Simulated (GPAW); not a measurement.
## How KTaO3 absorbs and reflects light

Wanted: where KTaO3 starts to absorb, how strongly, and its refractive index.

Program: GPAW 26.7.0. Level of theory: DFT, LDA, plane-wave PAW (GPAW data sets), scalar-relativistic, RPA, optical limit. Results are calculated unless marked as measured.

Report form: the programs' logs are mostly left out.

## 1. Set-up

The structure is cubic, space group Pm-3m (No. 221). The conventional cell has a = 3.988 Å, b = 3.988 Å, c = 3.988 Å, α = 90.00°, β = 90.00°, γ = 90.00°. Ta has 6 O at 1.99 Å nearest. Nearest to K lie 12 O at 2.82 Å. O has 2 Ta at 1.99 Å and 4 K at 2.82 Å nearest. Farther neighbours and most contacts between anions are not listed.

## 2. Ground state

First the ground state: is it a metal or has it a gap?

This step: DFT, LDA, plane-wave PAW (GPAW data sets), scalar-relativistic, ground state (GPAW 26.7.0).

Contents of gs.py:

```python
from ase import Atoms
from ase.dft.bandgap import bandgap
from gpaw import GPAW, PW, FermiDirac

atoms = Atoms(['Ta', 'K', 'O', 'O', 'O'],
              cell=[[3.988300000000, 0.000000000000, 0.000000000000],
                    [0.000000000000, 3.988300000000, 0.000000000000],
                    [0.000000000000, 0.000000000000, 3.988300000000]],
              scaled_positions=[[0.000000000000, 0.000000000000, 0.000000000000],
                                [0.500000000000, 0.500000000000, 0.500000000000],
                                [0.000000000000, 0.000000000000, 0.500000000000],
                                [0.000000000000, 0.500000000000, 0.000000000000],
                                [0.500000000000, 0.000000000000, 0.000000000000]],
              pbc=[True, True, True])
atoms.calc = GPAW(mode=PW(500), xc='LDA', kpts={'size': (6, 6, 6), 'gamma': True},
                  occupations=FermiDirac(0.05), maxiter=150, txt='gs.txt')
print('energy (eV)', atoms.get_potential_energy())
print('Fermi level (eV)', atoms.calc.get_fermi_level())
print('valence electrons', atoms.calc.get_number_of_electrons())
print('gap (eV)', bandgap(atoms.calc, output=None)[0])
print('direct gap (eV)', bandgap(atoms.calc, direct=True, output=None)[0])
atoms.calc.write('gs.gpw')
```

The run is started by

```bash
$ OMP_NUM_THREADS=1 python gs.py
```

The job ended after 14 s (1 thread of Arm Neoverse V2, shared host; peak memory 0.16 GiB).

Read-outs, printed or worked out from the files:

* energy: -42.91 eV
* Fermi energy: 6.059 eV
* gap on the k-mesh: 2.038 eV
* direct gap on the mesh: 2.678 eV
* electrons: 40

There is a gap, 2.04 eV on this mesh (points off the mesh can give less), so no carriers' term is needed.

## 3. Bands for the response

The response needs many more empty bands than the density does.

This step: DFT, LDA, plane-wave PAW (GPAW data sets), scalar-relativistic, bands at fixed density (GPAW 26.7.0).

Contents of nscf.py:

```python
from ase.dft.bandgap import bandgap
from gpaw import GPAW, FermiDirac

calc = GPAW('gs.gpw').fixed_density(kpts={'size': (8, 8, 8), 'gamma': True}, nbands=56, convergence={'bands': 50},
                                    occupations=FermiDirac(0.001), txt='nscf.txt')
print('gap (eV)', bandgap(calc, output=None)[0])
print('direct gap (eV)', bandgap(calc, direct=True, output=None)[0])
print('top band over the Fermi level (eV)', min(calc.get_eigenvalues(kpt=k)[49] for k in range(len(calc.get_ibz_k_points()))) - calc.get_fermi_level())
calc.write('full.gpw', mode='all')
```

The run is started by

```bash
$ OMP_NUM_THREADS=1 python nscf.py
```

Run time: 56 s. Hardware: 1 thread; peak memory 0.22 GiB.

Read-outs, printed or worked out from the files:

| Quantity | Value |
| --- | --- |
| gap on the k-mesh | 2.034 eV |

## 4. Dielectric function, RPA

Transitions between filled and empty bands, summed over the zone, give the optical response, so mesh, band count and broadening shape it.

The induced potential is part of this response.

This step: DFT, LDA, plane-wave PAW (GPAW data sets), scalar-relativistic, RPA, optical limit (GPAW 26.7.0).

Contents of df.py:

```python
from gpaw.response.df import DielectricFunction

df = DielectricFunction('full.gpw', frequencies={'type': 'nonlinear', 'domega0': 0.03, 'omega2': 8},
                        ecut=50,
                        eta=0.15,
                        nbands=50,
                        txt='df.txt')
for direction in ['x']:
    df.get_dielectric_function(xc='RPA', direction=direction, filename=f'df_{direction}.csv')
```

The run is started by

```bash
$ OMP_NUM_THREADS=1 python df.py
```

The job ended after 11 s (1 thread; peak memory 0.34 GiB).

This step gave:

```
electronic dielectric constant ε∞, mean over x, y and z (by symmetry where fewer were run) : 4.963
main peak of Im epsilon, first axis                                                        : 5.026 eV
```

Some rows of df_x.csv (energy; Re and Im without local fields; Re and Im with them):

```text
0.000000, 5.145218, 0.000000, 4.962748, 0.000000
0.429336, 5.171113, 0.018418, 4.987019, 0.017254
0.878195, 5.257821, 0.040768, 5.068163, 0.038099
1.347938, 5.431201, 0.073238, 5.229858, 0.068123
1.840057, 5.754421, 0.134268, 5.529384, 0.123854
2.356191, 6.437416, 0.334980, 6.155270, 0.304278
2.898142, 7.005869, 1.921130, 6.690985, 1.725011
3.467895, 7.936313, 2.444521, 7.512542, 2.083824
4.067647, 3.136607, 4.639102, 3.345922, 4.514455
4.699832, 6.208481, 4.357944, 6.259071, 3.751599
5.367152, 2.213438, 3.606935, 2.458742, 3.814336
6.072622, 0.223672, 4.493782, 0.724940, 5.385750
6.819608, 1.502704, 0.941453, 0.996202, 1.333004
7.611886, 3.342490, 1.688555, 3.033674, 1.799971
8.453705, 3.629018, 1.990084, 3.320507, 2.032068
9.349861, 2.587689, 4.507135, 2.255045, 4.563562
10.305790, 1.277361, 4.469566, 0.993652, 4.531521
11.327680, 0.532994, 1.975408, 0.058702, 1.828483
12.422601, 0.922571, 1.871752, 0.606788, 1.555737
13.598673, 0.645598, 2.269267, 0.612687, 1.979006
```

The Im ε, E ∥ x has structure finer than the step of the table below, so its rows give means over 0.5 eV, whole bins alone (the curve runs from 0 to 14.0 eV). Peaks (eV: height): 3.85: 5.89, 5.03: 6.58, 5.92: 6.08, 10.38: 4.68.

Values under the direct gap are tails of Lorentzian lines. The Im ε, E ∥ x by photon energy; means over each step:

photon energy (eV), Im ε, E ∥ x and a bar:
```
      0.5       0.02 
      1.0       0.05 
      1.5       0.08 
      2.0       0.16 #
      2.5       0.57 ###
      3.0       1.70 #########
      3.5       2.77 ###############
      4.0       4.74 ##########################
      4.5       2.74 ###############
      5.0       5.57 ##############################
      5.5       4.08 ######################
      6.0       5.43 #############################
      6.5       2.52 ##############
      7.0       1.09 ######
      7.5       1.55 ########
      8.0       2.17 ############
      8.5       2.44 #############
      9.0       4.06 ######################
      9.5       4.36 #######################
     10.0       4.08 ######################
     10.5       4.23 #######################
     11.0       2.41 #############
     11.5       1.86 ##########
     12.0       1.71 #########
     12.5       1.62 #########
     13.0       1.85 ##########
     13.5       1.93 ##########
```

Table of Re ε, E ∥ x by photon energy:

```csv
photon energy (eV),"Re ε, E ∥ x"
0.0,4.96
0.5,5.00
1.0,5.10
1.5,5.30
2.0,5.67
2.5,6.45
3.0,6.46
3.5,7.70
4.0,3.84
4.5,5.37
5.0,4.50
5.5,3.37
6.0,1.27
6.5,0.00842
7.0,1.63
7.5,3.01
8.0,3.63
8.5,3.56
9.0,3.19
9.5,1.77
10.0,1.41
10.5,-0.112
11.0,-0.383
11.5,0.267
12.0,0.591
12.5,0.719
13.0,0.977
13.5,0.677
```

The reflectivity at normal incidence, E ∥ x has structure finer than the step of the table below, so its rows give means over 0.5 eV, whole bins alone (the curve runs from 0 to 14.0 eV). Peaks (eV: height): 3.76: 27.5, 5.03: 28.5, 6.12: 29.4, 10.74: 32.8.

Table of reflectivity at normal incidence, E ∥ x by photon energy; means over each step:

photon energy (eV), reflectivity at normal incidence, E ∥ x (%) and a bar from the least value:
```
      0.5       14.6 ###########
      1.0       14.9 ############
      1.5       15.6 ############
      2.0       16.8 ##############
      2.5       19.1 #################
      3.0       20.0 ##################
      3.5       23.6 #######################
      4.0       22.9 ######################
      4.5       18.7 ################
      5.0       26.3 ##########################
      5.5       20.5 ###################
      6.0       28.4 #############################
      6.5       20.5 ###################
      7.0        5.9 
      7.5        9.9 #####
      8.0       13.1 #########
      8.5       14.4 ###########
      9.0       20.5 ###################
      9.5       22.4 #####################
     10.0       22.3 #####################
     10.5       29.5 ##############################
     11.0       26.6 ##########################
     11.5       17.1 ##############
     12.0       13.0 #########
     12.5       11.1 #######
     13.0       11.5 #######
     13.5       13.8 ##########
```

Values under the direct gap are tails of Lorentzian lines. Loss function −Im 1/ε at q → 0, E ∥ x against energy loss; read off at these points:

```csv
energy loss (eV),"loss function −Im 1/ε at q → 0, E ∥ x"
0.000,0
0.250,4.0e-4
0.500,8.1e-4
0.750,0.00125
1.000,0.00172
1.250,0.00226
1.500,0.00289
1.750,0.00370
2.000,0.00482
2.250,0.00668
2.500,0.0112
2.750,0.0258
3.000,0.0425
3.250,0.0336
3.500,0.0354
3.750,0.0671
4.000,0.125
4.250,0.133
4.500,0.0698
4.750,0.0746
5.000,0.104
5.250,0.175
5.367,0.185
5.500,0.148
5.750,0.128
6.000,0.165
6.250,0.236
6.500,0.440
6.656,0.520
6.750,0.511
7.000,0.273
7.250,0.138
7.500,0.137
7.750,0.153
8.000,0.119
8.250,0.170
8.500,0.123
8.750,0.118
9.000,0.152
9.250,0.164
9.500,0.196
9.750,0.212
10.000,0.226
10.250,0.212
10.500,0.224
10.750,0.295
11.000,0.409
11.250,0.524
11.500,0.520
11.750,0.553
11.866,0.575
12.000,0.539
12.250,0.511
12.423,0.558
12.500,0.529
12.750,0.479
13.000,0.418
13.250,0.454
13.500,0.466
13.750,0.495
```

The Im ε, E ∥ x has structure finer than the step of the table below, so its rows give means over 0.5 eV, whole bins alone (the curve runs from 0 to 14.0 eV). Peaks (eV: height): without local fields 3.81: 6.46, 4.98: 6.82, 5.87: 5.70, 10.38: 4.59; with local fields 3.85: 5.89, 5.03: 6.58, 5.92: 6.08, 10.38: 4.68.

Values under the direct gap are tails of Lorentzian lines. Table of Im ε, E ∥ x by photon energy; means over each step:

```csv
photon energy (eV),without local fields,with local fields
0.5,0.0218,0.0204
1.0,0.0485,0.0453
1.5,0.0892,0.0828
2.0,0.176,0.162
2.5,0.632,0.569
3.0,1.89,1.70
3.5,3.24,2.77
4.0,5.03,4.74
4.5,3.07,2.74
5.0,5.79,5.57
5.5,4.01,4.08
6.0,4.79,5.43
6.5,1.82,2.52
7.0,0.846,1.09
7.5,1.43,1.55
8.0,2.10,2.17
8.5,2.42,2.44
9.0,4.00,4.06
9.5,4.33,4.36
10.0,4.07,4.08
10.5,4.15,4.23
11.0,2.48,2.41
11.5,2.04,1.86
12.0,2.01,1.71
12.5,1.96,1.62
13.0,2.19,1.85
13.5,2.19,1.93
```

From ε follow the optical constants at some laser and lamp lines:

```csv
wavelength (nm),n,k,R (%),1/α
1550,2.25,0.008,14.8,16 µm
800,2.31,0.019,15.7,3.4 µm
532,2.47,0.058,18.0,731 nm
405,2.53,0.383,19.8,84 nm
365,2.70,0.335,21.7,87 nm
248,2.49,1.302,28.2,15 nm
193,1.12,1.227,25.3,13 nm
```

Below the direct gap, k and the depth come from the tails of the Lorentzian lines, not from transitions.

Rows near the edge hang on the gap, which this functional as a rule makes too small, and phonon-assisted absorption is left out.

## 5. Summary of results

```json
{
  "electronic dielectric constant ε∞, mean over x, y and z (by symmetry where fewer were run) (RPA)": "4.96",
  "main peak of Im epsilon, first axis": "5.03 eV"
}
```

What this shows: At this level (LDA, RPA) KTaO3 has ε∞ = 4.96 and n = 2.25 at 1550 nm, and Im ε peaks at 5.0 eV. On the mesh the gap is 2.03 eV and the least direct gap 2.68 eV, so on this mesh the band edges lie at different points. Local fields change the static value along x from 5.15 to 4.96 (-4 %). Distinct maxima of Im ε, read by a parabola through the highest points, lie at 3.85 eV (5.9), 5.03 eV (6.6), 5.91 eV (6.1) and 10.39 eV (4.7). Excitons and phonon-assisted transitions are missing; LDA gaps are as a rule too small, which pulls the onset down and ε∞ up. Spin-orbit coupling is left out although heavy atoms are present. The sum runs over mesh points, so small or evenly spaced maxima can still be ripples of the mesh. In this version of GPAW the matrix elements of the optical limit are incomplete, which can lower ε − 1 by up to a tenth where first-row anions or d states rule, and shift it by more in d metals.

[Machine, clock and banner lines and Python warnings are left out of the logs.]

[Logs are printed without paths, hosts, clocks, repeated set-up lines and the standing remarks that a program may print on its own settings, such as how far it seeks lower states.]

[Hosts, paths, dates, database ids (printed as entryN), source tags and the programs' standing remarks are cut or masked in the printed files.]
